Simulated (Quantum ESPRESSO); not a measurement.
# The states of the two spins in LaCrGe3, part 2 of 2

Aim: the densities of states of LaCrGe3 in the lowest state of several starts.

Quantum ESPRESSO 7.5; PBEsol; plane waves with GBRV 1.5 PBEsol potentials, no spin-orbit coupling.

So far, absolute magnetization (μB): step 2 (ground-state run) 4.18.

**3. Post-processing**

Level of this step: PBEsol; plane waves with GBRV 1.5 PBEsol potentials, no spin-orbit coupling, projections on orthogonalised atomic orbitals (Quantum ESPRESSO).

File projwfc.in:

```
&PROJWFC
  prefix = 'pwscf'
  outdir = './tmp'
  filpdos = 'pdos'
  ngauss = 0
  degauss = 0.01
  DeltaE = 0.05
  Emin = 4.3
  Emax = 18.3
/
```

On the command line:

```bash
OMP_NUM_THREADS=1 mpirun -n 4 projwfc.x -nk 4 -in projwfc.in > projwfc.out
```

Log:

```text
[banner, memory and clock lines left out]
Program PROJWFC v.7.5 starts

     [... lines left out ...]
     IMPORTANT: XC functional enforced from input :
     Exchange-correlation= PBESOL
                           (   1   4  10   8   0   0   0)
     Any further DFT definition will be discarded
     Please, verify this is what you really want

     G-vector sticks info

     Check: negative core charge=   -0.000002

     negative rho (up, down):  5.038E-02 4.790E-02

     Gaussian broadening (read from input): ngauss,degauss=   0    0.010000

     Calling projwave ....

  Problem Sizes
  natomwfc =          114
  nbnd     =           90
  nkstot   =           56
  npwx     =         5572
  nkb      =          208

     Atomic states used for projection
     (read from pseudopotential files):

     state #   1: atom   1 (La ), wfc  1 (l=0 m= 1)
     state #   2: atom   1 (La ), wfc  2 (l=1 m= 1)
     state #   3: atom   1 (La ), wfc  2 (l=1 m= 2)
     state #   4: atom   1 (La ), wfc  2 (l=1 m= 3)
     state #   5: atom   1 (La ), wfc  3 (l=2 m= 1)
     state #   6: atom   1 (La ), wfc  3 (l=2 m= 2)
     state #   7: atom   1 (La ), wfc  3 (l=2 m= 3)
     state #   8: atom   1 (La ), wfc  3 (l=2 m= 4)
     state #   9: atom   1 (La ), wfc  3 (l=2 m= 5)
     state #  10: atom   1 (La ), wfc  4 (l=0 m= 1)
     state #  11: atom   1 (La ), wfc  5 (l=1 m= 1)
     state #  12: atom   1 (La ), wfc  5 (l=1 m= 2)
     state #  13: atom   1 (La ), wfc  5 (l=1 m= 3)
     state #  14: atom   1 (La ), wfc  6 (l=3 m= 1)
     state #  15: atom   1 (La ), wfc  6 (l=3 m= 2)
     state #  16: atom   1 (La ), wfc  6 (l=3 m= 3)
     state #  17: atom   1 (La ), wfc  6 (l=3 m= 4)
     state #  18: atom   1 (La ), wfc  6 (l=3 m= 5)
     state #  19: atom   1 (La ), wfc  6 (l=3 m= 6)
     state #  20: atom   1 (La ), wfc  6 (l=3 m= 7)
     state #  21: atom   2 (La ), wfc  1 (l=0 m= 1)
     state #  22: atom   2 (La ), wfc  2 (l=1 m= 1)
     state #  23: atom   2 (La ), wfc  2 (l=1 m= 2)
     state #  24: atom   2 (La ), wfc  2 (l=1 m= 3)
     state #  25: atom   2 (La ), wfc  3 (l=2 m= 1)
     state #  26: atom   2 (La ), wfc  3 (l=2 m= 2)
     state #  27: atom   2 (La ), wfc  3 (l=2 m= 3)
     state #  28: atom   2 (La ), wfc  3 (l=2 m= 4)
     state #  29: atom   2 (La ), wfc  3 (l=2 m= 5)
     state #  30: atom   2 (La ), wfc  4 (l=0 m= 1)
     state #  31: atom   2 (La ), wfc  5 (l=1 m= 1)
     state #  32: atom   2 (La ), wfc  5 (l=1 m= 2)
     state #  33: atom   2 (La ), wfc  5 (l=1 m= 3)
     state #  34: atom   2 (La ), wfc  6 (l=3 m= 1)
     state #  35: atom   2 (La ), wfc  6 (l=3 m= 2)
     state #  36: atom   2 (La ), wfc  6 (l=3 m= 3)
     state #  37: atom   2 (La ), wfc  6 (l=3 m= 4)
     state #  38: atom   2 (La ), wfc  6 (l=3 m= 5)
     state #  39: atom   2 (La ), wfc  6 (l=3 m= 6)
     state #  40: atom   2 (La ), wfc  6 (l=3 m= 7)
     state #  41: atom   3 (Cr ), wfc  1 (l=0 m= 1)
     state #  42: atom   3 (Cr ), wfc  2 (l=1 m= 1)
     state #  43: atom   3 (Cr ), wfc  2 (l=1 m= 2)
     state #  44: atom   3 (Cr ), wfc  2 (l=1 m= 3)
     state #  45: atom   3 (Cr ), wfc  3 (l=0 m= 1)
     state #  46: atom   3 (Cr ), wfc  4 (l=2 m= 1)
     state #  47: atom   3 (Cr ), wfc  4 (l=2 m= 2)
     state #  48: atom   3 (Cr ), wfc  4 (l=2 m= 3)
     state #  49: atom   3 (Cr ), wfc  4 (l=2 m= 4)
     state #  50: atom   3 (Cr ), wfc  4 (l=2 m= 5)
     state #  51: atom   4 (Cr ), wfc  1 (l=0 m= 1)
     state #  52: atom   4 (Cr ), wfc  2 (l=1 m= 1)
     state #  53: atom   4 (Cr ), wfc  2 (l=1 m= 2)
     state #  54: atom   4 (Cr ), wfc  2 (l=1 m= 3)
     state #  55: atom   4 (Cr ), wfc  3 (l=0 m= 1)
     state #  56: atom   4 (Cr ), wfc  4 (l=2 m= 1)
     state #  57: atom   4 (Cr ), wfc  4 (l=2 m= 2)
     state #  58: atom   4 (Cr ), wfc  4 (l=2 m= 3)
     state #  59: atom   4 (Cr ), wfc  4 (l=2 m= 4)
     state #  60: atom   4 (Cr ), wfc  4 (l=2 m= 5)
     state #  61: atom   5 (Ge ), wfc  1 (l=2 m= 1)
     state #  62: atom   5 (Ge ), wfc  1 (l=2 m= 2)
     state #  63: atom   5 (Ge ), wfc  1 (l=2 m= 3)
     state #  64: atom   5 (Ge ), wfc  1 (l=2 m= 4)
     state #  65: atom   5 (Ge ), wfc  1 (l=2 m= 5)
     state #  66: atom   5 (Ge ), wfc  2 (l=0 m= 1)
     state #  67: atom   5 (Ge ), wfc  3 (l=1 m= 1)
     state #  68: atom   5 (Ge ), wfc  3 (l=1 m= 2)
     state #  69: atom   5 (Ge ), wfc  3 (l=1 m= 3)
     state #  70: atom   6 (Ge ), wfc  1 (l=2 m= 1)
     state #  71: atom   6 (Ge ), wfc  1 (l=2 m= 2)
     state #  72: atom   6 (Ge ), wfc  1 (l=2 m= 3)
     state #  73: atom   6 (Ge ), wfc  1 (l=2 m= 4)
     state #  74: atom   6 (Ge ), wfc  1 (l=2 m= 5)
     state #  75: atom   6 (Ge ), wfc  2 (l=0 m= 1)
     state #  76: atom   6 (Ge ), wfc  3 (l=1 m= 1)
     state #  77: atom   6 (Ge ), wfc  3 (l=1 m= 2)
     state #  78: atom   6 (Ge ), wfc  3 (l=1 m= 3)
     state #  79: atom   7 (Ge ), wfc  1 (l=2 m= 1)
     state #  80: atom   7 (Ge ), wfc  1 (l=2 m= 2)
     state #  81: atom   7 (Ge ), wfc  1 (l=2 m= 3)
     state #  82: atom   7 (Ge ), wfc  1 (l=2 m= 4)
     state #  83: atom   7 (Ge ), wfc  1 (l=2 m= 5)
     state #  84: atom   7 (Ge ), wfc  2 (l=0 m= 1)
[...]
state #  99: atom   9 (Ge ), wfc  1 (l=2 m= 3)
     state # 100: atom   9 (Ge ), wfc  1 (l=2 m= 4)
     state # 101: atom   9 (Ge ), wfc  1 (l=2 m= 5)
     state # 102: atom   9 (Ge ), wfc  2 (l=0 m= 1)
     state # 103: atom   9 (Ge ), wfc  3 (l=1 m= 1)
     state # 104: atom   9 (Ge ), wfc  3 (l=1 m= 2)
     state # 105: atom   9 (Ge ), wfc  3 (l=1 m= 3)
     state # 106: atom  10 (Ge ), wfc  1 (l=2 m= 1)
     state # 107: atom  10 (Ge ), wfc  1 (l=2 m= 2)
     state # 108: atom  10 (Ge ), wfc  1 (l=2 m= 3)
     state # 109: atom  10 (Ge ), wfc  1 (l=2 m= 4)
     state # 110: atom  10 (Ge ), wfc  1 (l=2 m= 5)
     state # 111: atom  10 (Ge ), wfc  2 (l=0 m= 1)
     state # 112: atom  10 (Ge ), wfc  3 (l=1 m= 1)
     state # 113: atom  10 (Ge ), wfc  3 (l=1 m= 2)
     state # 114: atom  10 (Ge ), wfc  3 (l=1 m= 3)

 [... projections of the bands left out ...]

Lowdin Charges:

     Atom #   1: total charge =  11.7068, s =  2.2415, p =  6.9319, d =  2.2783, f =  0.2551
                 spin up      =   5.7922, s =  1.1171,
                 spin up      =   5.7922, p =  3.4625, pz=  1.1492, px=  1.1567, py=  1.1567,
                 spin up      =   5.7922, d =  1.0942, dz2=  0.2491, dxz=  0.1901, dyz=  0.1901, dx2-y2=  0.2325, dxy=  0.2325,
                 spin up      =   5.7922, f =  0.1184, fz3=  0.0171, fxz2=  0.0187, fyz2=  0.0187, fzx2-zy2=  0.0125, fxyz=  0.0125, fx3-3xy2=  0.0161, f3yx2-y3=  0.0228,
                 spin down    =   5.9146, s =  1.1244,
                 spin down    =   5.9146, p =  3.4694, pz=  1.1490, px=  1.1602, py=  1.1602,
                 spin down    =   5.9146, d =  1.1841, dz2=  0.2451, dxz=  0.2178, dyz=  0.2178, dx2-y2=  0.2518, dxy=  0.2518,
                 spin down    =   5.9146, f =  0.1366, fz3=  0.0144, fxz2=  0.0234, fyz2=  0.0234, fzx2-zy2=  0.0138, fxyz=  0.0138, fx3-3xy2=  0.0237, f3yx2-y3=  0.0242,
                 polarization =  -0.1224, s = -0.0073, p = -0.0069, d = -0.0899, f = -0.0182
     Atom #   2: total charge =  11.7068, s =  2.2415, p =  6.9319, d =  2.2783, f =  0.2551
                 spin up      =   5.7922, s =  1.1171,
                 spin up      =   5.7922, p =  3.4625, pz=  1.1492, px=  1.1567, py=  1.1567,
                 spin up      =   5.7922, d =  1.0942, dz2=  0.2491, dxz=  0.1901, dyz=  0.1901, dx2-y2=  0.2325, dxy=  0.2325,
                 spin up      =   5.7922, f =  0.1184, fz3=  0.0171, fxz2=  0.0187, fyz2=  0.0187, fzx2-zy2=  0.0125, fxyz=  0.0125, fx3-3xy2=  0.0161, f3yx2-y3=  0.0228,
                 spin down    =   5.9146, s =  1.1244,
                 spin down    =   5.9146, p =  3.4694, pz=  1.1490, px=  1.1602, py=  1.1602,
                 spin down    =   5.9146, d =  1.1841, dz2=  0.2451, dxz=  0.2178, dyz=  0.2178, dx2-y2=  0.2518, dxy=  0.2518,
                 spin down    =   5.9146, f =  0.1366, fz3=  0.0144, fxz2=  0.0234, fyz2=  0.0234, fzx2-zy2=  0.0138, fxyz=  0.0138, fx3-3xy2=  0.0237, f3yx2-y3=  0.0242,
                 polarization =  -0.1224, s = -0.0073, p = -0.0069, d = -0.0899, f = -0.0182
     Atom #   3: total charge =  13.1156, s =  2.3480, p =  5.9885, d =  4.7790, f =  0.0000
                 spin up      =   7.4514, s =  1.1810,
                 spin up      =   7.4514, p =  2.9946, pz=  0.9982, px=  0.9982, py=  0.9982,
                 spin up      =   7.4514, d =  3.2757, dz2=  0.5561, dxz=  0.7166, dyz=  0.7166, dx2-y2=  0.6433, dxy=  0.6433,
                 spin up      =   7.4514, f =  0.0000, fz3=  0.0000, fxz2=  0.0000, fyz2=  0.0000, fzx2-zy2=  0.0000, fxyz=  0.0000, fx3-3xy2=  0.0000, f3yx2-y3=  0.0000,
                 spin down    =   5.6642, s =  1.1670,
                 spin down    =   5.6642, p =  2.9939, pz=  0.9980, px=  0.9979, py=  0.9979,
                 spin down    =   5.6642, d =  1.5033, dz2=  0.3980, dxz=  0.2516, dyz=  0.2516, dx2-y2=  0.3010, dxy=  0.3010,
                 spin down    =   5.6642, f =  0.0000, fz3=  0.0000, fxz2=  0.0000, fyz2=  0.0000, fzx2-zy2=  0.0000, fxyz=  0.0000, fx3-3xy2=  0.0000, f3yx2-y3=  0.0000,
                 polarization =   1.7872, s =  0.0140, p =  0.0008, d =  1.7725, f =  0.0000
     Atom #   4: total charge =  13.1156, s =  2.3480, p =  5.9885, d =  4.7790, f =  0.0000
                 spin up      =   7.4514, s =  1.1810,
                 spin up      =   7.4514, p =  2.9946, pz=  0.9982, px=  0.9982, py=  0.9982,
                 spin up      =   7.4514, d =  3.2757, dz2=  0.5561, dxz=  0.7166, dyz=  0.7166, dx2-y2=  0.6433, dxy=  0.6433,
                 spin up      =   7.4514, f =  0.0000, fz3=  0.0000, fxz2=  0.0000, fyz2=  0.0000, fzx2-zy2=  0.0000, fxyz=  0.0000, fx3-3xy2=  0.0000, f3yx2-y3=  0.0000,
                 spin down    =   5.6642, s =  1.1670,
                 spin down    =   5.6642, p =  2.9939, pz=  0.9980, px=  0.9979, py=  0.9979,
                 spin down    =   5.6642, d =  1.5033, dz2=  0.3980, dxz=  0.2516, dyz=  0.2516, dx2-y2=  0.3010, dxy=  0.3010,
                 spin down    =   5.6642, f =  0.0000, fz3=  0.0000, fxz2=  0.0000, fyz2=  0.0000, fzx2-zy2=  0.0000, fxyz=  0.0000, fx3-3xy2=  0.0000, f3yx2-y3=  0.0000,
                 polarization =   1.7872, s =  0.0140, p =  0.0008, d =  1.7725, f =  0.0000
     Atom #   5: total charge =  13.9905, s =  1.2642, p =  2.7295, d =  9.9968, f =  0.0000
                 spin up      =
```

Wall time 4.1 s (4 MPI ranks of AMD EPYC 9R45, shared host); peak memory 0.57 GiB.

The density of states has structure finer than the step of the table below, so its rows give means over 0.5 eV, whole bins alone (the curve runs from -9.00 to 3.75 eV). Peaks (eV: height): up -1.90: 6.99, -0.60: 6.38, 1.15: 6.09, 2.60: 19.7; down -7.75: 4.69, -2.90: 4.98, -1.40: 4.79, 2.60: 19.7; La1 p up -7.75: 0.196, -4.35: 0.0645, -2.95: 0.0782; La1 p down -7.75: 0.191, -4.25: 0.0688, -2.95: 0.0949, 1.15: 0.0286; Cr3 d up -1.90: 1.68, -0.60: 2.57, 0.35: 1.15.

Gaussian broadening of 0.136 eV on the SCF mesh. The density of states by energy, zero at the Fermi level; means over each step; 7 of 8 lines; values in states/eV/cell:

```csv
energy (eV),up,down,La1 p up,La1 p down,Cr3 d up,Cr3 d down,Ge5 p up
-8.5,0.962,1.01,0.0403,0.0431,0.00418,0.00336,0.0275
-8.0,2.22,2.35,0.0771,0.0845,0.0272,0.0211,0.0507
-7.5,3.24,3.07,0.0941,0.0876,0.0955,0.0684,0.0607
-7.0,0.297,0.350,0.00277,0.00333,0.0127,0.0120,0.00514
-6.5,2.3e-4,2.2e-5,0,0,0,0,2.4e-5
-6.0,0.0282,0.0192,0,0,4.8e-4,2.6e-4,0.00335
-5.5,0.173,0.0888,6.9e-4,2.3e-4,0.00365,0.00114,0.0189
-5.0,0.564,0.475,0.00608,0.00391,0.0176,0.00723,0.0631
-4.5,2.21,1.70,0.0406,0.0314,0.122,0.0493,0.224
-4.0,1.91,1.94,0.0237,0.0334,0.133,0.0605,0.191
-3.5,3.94,3.03,0.0508,0.0400,0.440,0.151,0.372
-3.0,4.54,4.35,0.0616,0.0722,0.479,0.250,0.393
-2.5,3.40,3.38,0.0222,0.0309,0.529,0.222,0.246
-2.0,5.32,2.73,0.0187,0.0148,1.25,0.246,0.330
-1.5,3.27,3.97,0.00686,0.0166,0.797,0.649,0.197
-1.0,3.30,3.14,0.00846,0.00875,1.06,0.708,0.119
-0.5,3.67,1.25,0.00907,0.00228,1.42,0.268,0.0778
0.0,1.43,2.52,0.00646,0.00651,0.384,0.626,0.0420
0.5,4.44,2.72,0.0168,0.00691,0.964,0.621,0.142
1.0,5.24,6.07,0.0193,0.0206,0.700,1.54,0.237
1.5,5.11,6.93,0.0145,0.0219,0.411,1.42,0.231
2.0,6.69,9.66,0.0120,0.0206,0.139,0.920,0.0881
2.5,17.4,17.9,0.0197,0.0175,0.139,0.504,0.0956
3.0,3.31,4.11,0.00921,0.0107,0.0423,0.145,0.0443
3.5,0.0107,0.0241,6.4e-6,3.6e-5,3.5e-4,0.00114,1.2e-4
```

**4. What came out**

```
state                      : ferromagnetic
largest moment in a sphere : 1.59 μB
```

Distinct peaks of the density of states (up) stand at -2.90, -1.90, -0.60, 1.15 and 2.60 eV; the one at 2.60 eV is strongest. These are Kohn–Sham states without spin–orbit coupling, on the mesh of the self-consistent run. Energies are free energies at an electronic temperature of 1160 K, which lowers moments and differences where the moments are itinerant.

[Logs and program files are shortened in this print: banners, set-up blocks, solver, clock and traceback lines can be left out without a mark of their own.]

[Logs are printed without paths, hosts, clocks, repeated set-up lines and the standing remarks that a program may print on its own settings, such as how far it seeks lower states.]

[Hosts, paths, dates, database ids (printed as entryN), source tags and the programs' standing remarks are cut or masked in the printed files.]

[Where a cell is said to come from a database of computed structures, the database is the Materials Project.]
